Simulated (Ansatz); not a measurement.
# Work function of Zn(0001): what the settings cost and change, part 2 of 2

How far do functional and pseudopotentials move the work function of Zn(0001), and at what cost?

Ansatz 0.2.0; plane-wave DFT, PBE, Ansatz PAW (the session's first sound run).

So far, work function, upper face (eV): step 2 (run, setting PBE, Ansatz PAW (420 eV)) 4.14; step 5 (RPBE) 4.00; step 6 (r2SCAN) 4.23; step 7 (PBE JTH) 4.14; step 8 (PBE norm-conserving) 4.14.

**9. Run**

This step: plane-wave DFT, LDA, norm-conserving (Ansatz 0.2.0).

Input file input.yaml:

```yaml
crystal:
  lattice:
    - [2.66, 0.0, 0.0]
    - [1.33, 2.3036275741, 0.0]
    - [0.0, 0.0, 32.81088]
  atoms:
    - { symbol: Zn, position: [0.0, 0.0, 0.2742992568] }
    - { symbol: Zn, position: [0.6666666667, 0.6666666667, 0.3495328379] }
    - { symbol: Zn, position: [0.0, 0.0, 0.4247664189] }
    - { symbol: Zn, position: [0.6666666667, 0.6666666667, 0.5] }
    - { symbol: Zn, position: [0.0, 0.0, 0.5752335811] }
    - { symbol: Zn, position: [0.6666666667, 0.6666666667, 0.6504671621] }
    - { symbol: Zn, position: [0.0, 0.0, 0.7257007432] }
kpoints:
  mp_grid: { grid: [18, 18, 1] }
hamiltonian:
  xc: lda
  pseudopotentials: { kind: nc }
scf:
  occupations: { method: fermi_dirac, width: 0.1 }
  convergence: { dr2_threshold: 1.0e-09 }
efield:
  axis: 3
  dipole_correction: true
  ramp_position: 0.97
  ramp_width: 0.06
output:
  write_potential: true
  write_density: true
  volumetric_format: npy
```

Run with:

```
> ansatz run input.yaml --threads 4 --pin off --max-ram 6144MiB --backend cpu --events-out ev --progress --plain --runs-dir out
```

Numbers of over 12 decimals in the logs are rounded to 6 here.

What it wrote:

```text
[...]
Crystal: 7 atoms, lattice volume = 201.054 Å³
Basis set: ecut = 1142.878222 eV, 17755 PW (Γ)
Bands: 84, of which v1, the nominal top of the filled ones, is band 70 counted from 1 (69 counted from 0)
Symmetry: 6 space group operations
k-points: 37 of 324 (time reversal used)
[...]
k-point 0: bands = [... 66 lower, -1.3103, -1.0975, 0.0239, 1.5122, 2.7923, 4.7044, 6.5876, 8.3711, ... 10 higher]
  k-point 1: bands = [... 66 lower, -1.3126, -0.9681, 0.1197, 1.5825, 2.9166, 4.7979, 6.6755, 8.4557, ... 10 higher]
  k-point 2: bands = [... 66 lower, -1.2821, -0.7041, 0.3805, 1.7905, 3.2778, 5.0786, 6.9387, 8.7091, ... 10 higher]
  k-point 36: bands = [... 66 lower, 5.9869, 6.0443, 6.3248, 6.3589, 6.7181, 6.9136, 6.9755, 7.6549, ... 10 higher]
[key lines of the parts left out:]
SCF converged after 10 iterations
Free energy (F): -39794.641926 eV
Fermi energy:    5.597284 eV
Dipole field:    D = -0.000000 V/Å  (p = -0.000000 e·Å, saw-weighted, corrected)
Work function:   Φ+ = 4.4514 eV   Φ− = 4.4514 eV
```

Run time: 4 min. Hardware: 4 threads of Arm Neoverse N1, shared host; peak memory 3.1 GiB.

The work function is 4.451 eV, +0.311 eV from the run “PBE, Ansatz PAW (420 eV)”, at 7.3 times its CPU time.

**10. Slab, setting PBE, all layers relaxed**

This step: plane-wave DFT, PBE, Ansatz PAW (Ansatz 0.2.0).

input.yaml: that of step 9 with these lines changed.

```diff
@@ -16,4 +16,3 @@
 hamiltonian:
-  xc: lda
-  pseudopotentials: { kind: nc }
+  xc: pbe
 scf:
@@ -26,2 +25,5 @@
   ramp_width: 0.06
+relax:
+  f_tol: 0.01
+  max_steps: 40
 output:
```

What it wrote:

```text
[...]
Crystal: 7 atoms, lattice volume = 201.054 Å³
Basis set: ecut = 420 eV, 3991 PW (Γ), exchange–correlation on 36×36×450 points (8 copies of the dense FFT grid, shifted against one another)
Bands: 51, of which v1, the nominal top of the filled ones, is band 42 counted from 1 (41 counted from 0)
Symmetry: 6 space group operations
[...]
- { symbol: Zn, position: [0.666667, 0.666667, 0.347264] }
    - { symbol: Zn, position: [1.736578716392651e-18, 0, 0.422864] }
    - { symbol: Zn, position: [0.666667, 0.666667, 0.500000] }
    - { symbol: Zn, position: [-1.736577353668889e-18, 0, 0.577136] }
    - { symbol: Zn, position: [0.666667, 0.666667, 0.652736] }
    - { symbol: Zn, position: [-3.188282151297468e-18, 0, 0.729193] }
[key lines of the parts left out:]
SCF converged after 9 iterations
Free energy (F): -23233.003344 eV
Fermi energy:    3.878782 eV
Dipole field:    D = -0.000000 V/Å  (p = -0.000000 e·Å, saw-weighted, corrected)
Work function:   Φ+ = 4.1186 eV   Φ− = 4.1186 eV
```

Run time: 82 s. Hardware: 4 threads; peak memory 0.66 GiB.

The relaxation took 3 steps and lowered the energy by 0.0061 eV; the largest force on the free atoms ends at 0.0019 eV/Å.

The work function is 4.119 eV, -0.022 eV from the run “PBE, Ansatz PAW (420 eV)”, at 2.1 times its CPU time.

**11. Comparing the runs**

Times are for 4 threads of Arm Neoverse N1, shared host. Results by setting:

```csv
no.,setting,"work function, upper face (eV)",time,memory (GiB)
1,"PBE, Ansatz PAW (420 eV)",4.140,35 s,0.73
2,"LDA, Ansatz PAW (420 eV)",4.447,35 s,0.72
3,"PBEsol, Ansatz PAW (420 eV)",4.252,37 s,0.72
4,"RPBE, Ansatz PAW (420 eV)",4.000,35 s,0.73
5,"r2SCAN, Ansatz PAW (500 eV)",4.226,96 s,1.1
6,"PBE, JTH PAW (1080 eV)",4.140,3.1 min,2.3
7,"PBE, norm-conserving (1143 eV)",4.144,4.2 min,3.1
8,"LDA, norm-conserving (1143 eV)",4.451,4 min,3.1
9,"PBE, all layers relaxed",4.119,82 s,0.66
```

**12. The same run with other settings**

An input spoilt on purpose, to show how the run answers: it repeats the earlier run “PBE, Ansatz PAW (420 eV)” with scf.n_extra_bands to 0 and scf.occupations from method: fermi_dirac, width: 0.1 to method: fermi_dirac, width: 0.3, and scf.max_iter set to 75; its output block differs too.

input.yaml: that of step 10 with these lines changed.

```diff
@@ -18,4 +18,6 @@
 scf:
-  occupations: { method: fermi_dirac, width: 0.1 }
+  occupations: { method: fermi_dirac, width: 0.3 }
   convergence: { dr2_threshold: 1.0e-09 }
+  n_extra_bands: 0
+  max_iter: 75
 efield:
@@ -25,5 +27,2 @@
   ramp_width: 0.06
-relax:
-  f_tol: 0.01
-  max_steps: 40
 output:
```

What it wrote:

```text
Error: inconsistent input (scf.n_extra_bands, scf.occupations.method): n_bands = 42 leaves no empty band above the 42 bands per channel that the deck's 84 electrons occupy, and the occupations search for the Fermi level (a smearing at a finite width, or tetrahedra): a level found among occupied bands alone can fill a metal as an insulator; raise scf.n_extra_bands until at least 43 bands are solved (omitted, it auto-derives to 57) (see scf.n_extra_bands in the input reference)
```

Wall time 0.08 s (4 threads); peak memory 0.1 GiB.

The input was rejected at the start.

The program's message: “Error: inconsistent input (scf.n_extra_bands, scf.occupations.method): n_bands = 42 leaves no empty band above the 42 bands per channel that the deck's 84 electrons occupy, and the occupations search …”

The fault put into the input: too few bands.

**13. Outcome**

| Property | Result |
| --- | --- |
| work function, PBE, Ansatz PAW (420 eV) | 4.140 eV |
| work function, LDA, Ansatz PAW (420 eV) | 4.447 eV |
| work function, RPBE, Ansatz PAW (420 eV) | 4.000 eV |
| work function, r2SCAN, Ansatz PAW (500 eV) | 4.226 eV |
| work function, LDA, norm-conserving (1143 eV) | 4.451 eV |
| work function, PBE, all layers relaxed | 4.119 eV |

What this shows: PBE on the default files gives 4.14 eV, and the settings tried spread the value from 4.00 to 4.45 eV. At one geometry LDA lies 0.31 eV above PBE. The choice of pseudopotentials moves the PBE value by 0.004 eV. Relaxing the layers changes it by -0.022 eV. The ladder's slabs use the tabulated experimental lattice constant (two decimals; a low-temperature value for the alkali metals).

[Logs are printed without paths, hosts, clocks, repeated set-up lines and the standing remarks that a program may print on its own settings, such as how far it seeks lower states.]

[Hosts, paths, dates, database ids (printed as entryN), source tags and the programs' standing remarks are cut or masked in the printed files.]

[Maps of the electrostatic potential energy from Ansatz leave out the sawtooth potential of an applied field or a dipole correction, so their vacuum need not be flat; planar profiles and work functions include it.]
